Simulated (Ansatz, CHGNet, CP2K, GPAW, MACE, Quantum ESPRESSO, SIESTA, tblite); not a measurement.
**A faulty SIESTA run on the unslipped end of a generalised stacking fault on (111) of Pb (72 atoms)**

Program: SIESTA 5.4.2, a calculation on a cell of 72 Pb, 30.5 Å³ an atom.

input.fdf

```
SystemLabel cell
NumberOfAtoms 72
NumberOfSpecies 1
%block ChemicalSpeciesLabel
  1 82 Pb
%endblock ChemicalSpeciesLabel
LatticeConstant 1.0 Ang
%block LatticeVectors
  10.50054 0.00000 0.00000
  0.00000 12.12497 0.00000
  0.00000 0.00000 17.24730
%endblock LatticeVectors
PAO.BasisSize DZP
PAO.EnergyShift 0.01 Ry
XC.Functional GGA
XC.Authors PBE
MeshCutoff 20 Ry
%block kgrid_Monkhorst_Pack
  1 0 0 0.0
  0 1 0 0.0
  0 0 1 0.0
%endblock kgrid_Monkhorst_Pack
SolutionMethod diagon
OccupationFunction FD
ElectronicTemperature 580 K
SCF.Mixer.Method Pulay
SCF.Mixer.Weight 0.05
SCF.Mixer.History 8
SCF.Mix Hamiltonian
MaxSCFIterations 60
SCF.DM.Tolerance 1e-04
SCF.H.Tolerance 1.0e-3 eV
WriteForces T
Write.HirshfeldPop T
Write.VoronoiPop T
Write.DM F
Write.H F
XML.Write F
AtomicCoordinatesFormat Fractional
%block AtomicCoordinatesAndAtomicSpecies
  0.83512 0.74612 0.99329 1
  0.83154 0.91141 0.16960 1
  0.49588 0.75123 0.99319 1
  0.50063 0.91837 0.16375 1
  0.66527 0.50183 0.99923 1
  0.67494 0.66764 0.17119 1
  0.66706 0.83938 0.32995 1
  0.82929 0.25290 0.99472 1
  0.83724 0.41846 0.16756 1
  0.83265 0.58094 0.33924 1
[... 58 atom lines left out ...]
  0.99689 0.99589 0.49602 1
  0.99062 0.16395 0.66120 1
  0.00333 0.32959 0.83098 1
  0.15310 0.09185 0.82843 1
%endblock AtomicCoordinatesAndAtomicSpecies
```

Command:

```sh
$ OMP_NUM_THREADS=1 mpirun -np 2 siesta < input.fdf > output.txt
```

Log:

```text
Version         : 5.4.2
reinit: System Name:
reinit: System Label: cell
initatom: Reading input for the pseudopotentials and atomic orbitals ----------
Species number:   1 Atomic number:   82 Label: Pb
Ground state valence configuration (from tables):   6s02  6p02  6d00  5f00
---- Processing specs for species: Pb
GGA--PBE XC_GGA_X_PBE--XC_GGA_C_PBE pb
Semicore shell(s) with 10 electrons included in the valence for Pb
Semicore shell(s): 5d
Fallback to non-perturbative polarization scheme for Pb
Please see the manual if this is not desired in principle
Pb pseudopotential only contains V_ls up to l=2 -- lmxkb reset.
Using PAO.SplitTailNorm
%block ChemicalSpeciesLabel
    1   82 Pb                      # Species index, atomic number, species label
%endblock ChemicalSpeciesLabel
%block PAO.Basis                 # Define Basis set
Pb                    4                    # Species label, number of l-shells
 n=6   0   2                         # n, l, Nzeta
   5.458      3.944
   1.000      1.000
 n=6   1   2                         # n, l, Nzeta
   7.641      5.652
   1.000      1.000
[... lines left out ...]
Total number of electrons:  1008.000000
[... lines left out ...]
stepf: Fermi-Dirac step function
        iscf     Eharris(eV)        E_KS(eV)     FreeEng(eV)     dDmax    Ef(eV) dHmax(eV)
[... lines left out ...]
SCF Convergence by DM+H criterion
[... lines left out ...]
SCF cycle converged after 18 iterations
[... lines left out ...]
siesta: E_KS(eV) =          -138044.8955
siesta: E_KS - E_eggbox =   -138044.8955
siesta: Atomic forces (eV/Ang):
     1   -9.281104   12.982941   22.296690
     2    9.611069   17.413070  -28.936272
     3   17.948829   -4.678680   21.668319
[...]
71  -17.595468   15.295633   25.517859
    72    7.279485  -10.443053   23.053661
----------------------------------------
   Tot    5.861870   77.330235 1123.314633
----------------------------------------
   Max   33.300693
   Res   18.365637    sqrt( Sum f_i^2 / 3N )
----------------------------------------
   Max   33.300693    constrained
Stress tensor Voigt[x,y,z,yz,xz,xy] (kbar):     -610.05     -390.11     -364.61       -5.28        0.01       -0.06
(Free)E + p*V (eV/cell)  -137421.9646
Target enthalpy (eV/cell)  -138045.4696
siesta: Program's energy decomposition (eV):
siesta: Ebs     =    -17314.110377
siesta: Eions   =    145416.214785
siesta: Ena     =      6631.282679
siesta: Ekin    =     67458.274074
siesta: Enl     =    -28031.448303
siesta: DEna    =       650.421341
siesta: DUscf   =        19.151000
siesta: Ex      =    -36827.711395
siesta: Ec      =     -2528.650116
siesta: Exc     =    -39356.361511
siesta: Eharris =   -138044.895524
siesta: Etot    =   -138044.895506
siesta: FreeEng =   -138045.469620
siesta: Final energy (eV):
siesta:  Band Struct. =  -17314.110377
siesta:       Kinetic =   67458.274074
siesta:       Hartree =   25143.444879
siesta:         Exch. =  -36827.711395
siesta:         Corr. =   -2528.650116
siesta:   Exch.-corr. =  -39356.361511
siesta:  Ion-electron = -112701.051602
siesta:       Ion-ion =  -78589.201345
siesta:         Total = -138044.895506
siesta:         Fermi =      -3.213370
siesta: Stress tensor (static) (eV/Ang**3):
siesta:    -0.380762   -0.000038    0.000005
siesta:    -0.000038   -0.243489   -0.003297
siesta:     0.000005   -0.003297   -0.227569
siesta: Cell volume =       2195.904375 Ang**3
siesta: Pressure (static):
siesta:                Solid            Molecule  Units
siesta:           0.00309250         -0.00388203  Ry/Bohr**3
siesta:           0.28393996         -0.35643184  eV/Ang**3
siesta:         454.92196327       -571.06676013  kBar
    Orbital volume contribution        =          75.115738 eV
    (Free)E + p_basis*V_orbitals       =     -137970.353881 eV
    (Free)Eharris+ p_basis*V_orbitals  =     -137970.353899 eV
Hirshfeld Atomic Populations:
Atom #   charge [q] valence [e]  Species
     1    -0.023195   14.023195  Pb
     2    -0.038572   14.038572  Pb
     3    -0.008524   14.008524  Pb
[...]
--------------------
 Total    -2.326356
Voronoi Atomic Populations:
Atom #   charge [q] valence [e]  Species
[...]
71    -0.011549   14.011549  Pb
    72    -0.015739   14.015739  Pb
--------------------
 Total    -0.249009
```

It took 29 s on 2 MPI ranks of Arm Neoverse V2, shared host; peak memory 0.59 GiB; 58 s of CPU time.

Banners, paths, timers and routine set-up lines are dropped from the logs unmarked, and long logs keep their key lines alone; longer cuts are marked.

Against a plane-wave PBE reference and this program's sound run:

* r.m.s. difference of force components: 18290 meV/Å
* longest difference of force vectors: 41130 meV/Å
* force difference over r.m.s. force: 11640 %
* slope of forces against the reference's: 56.69
* energy less the same-level run's: -2928 meV/atom
* r.m.s. force difference from the same-level run: 18270 meV/Å

Q: Name the fault.

A mesh cutoff far too low: mesh cutoff 20 Ry. The sound run has mesh cutoff 300 Ry.

The run converged all the same, so the exit status doesn't show the fault.

[Also dropped from logs without a mark: logging warnings of Python, and SIESTA's first energy breakdown and zero terms.]

[Logs are printed without paths, hosts, clocks, repeated set-up lines and the standing remarks that a program may print on its own settings, such as how far it seeks lower states.]

[Hosts, paths, dates, database ids (printed as entryN), source tags and the programs' standing remarks are cut or masked in the printed files.]
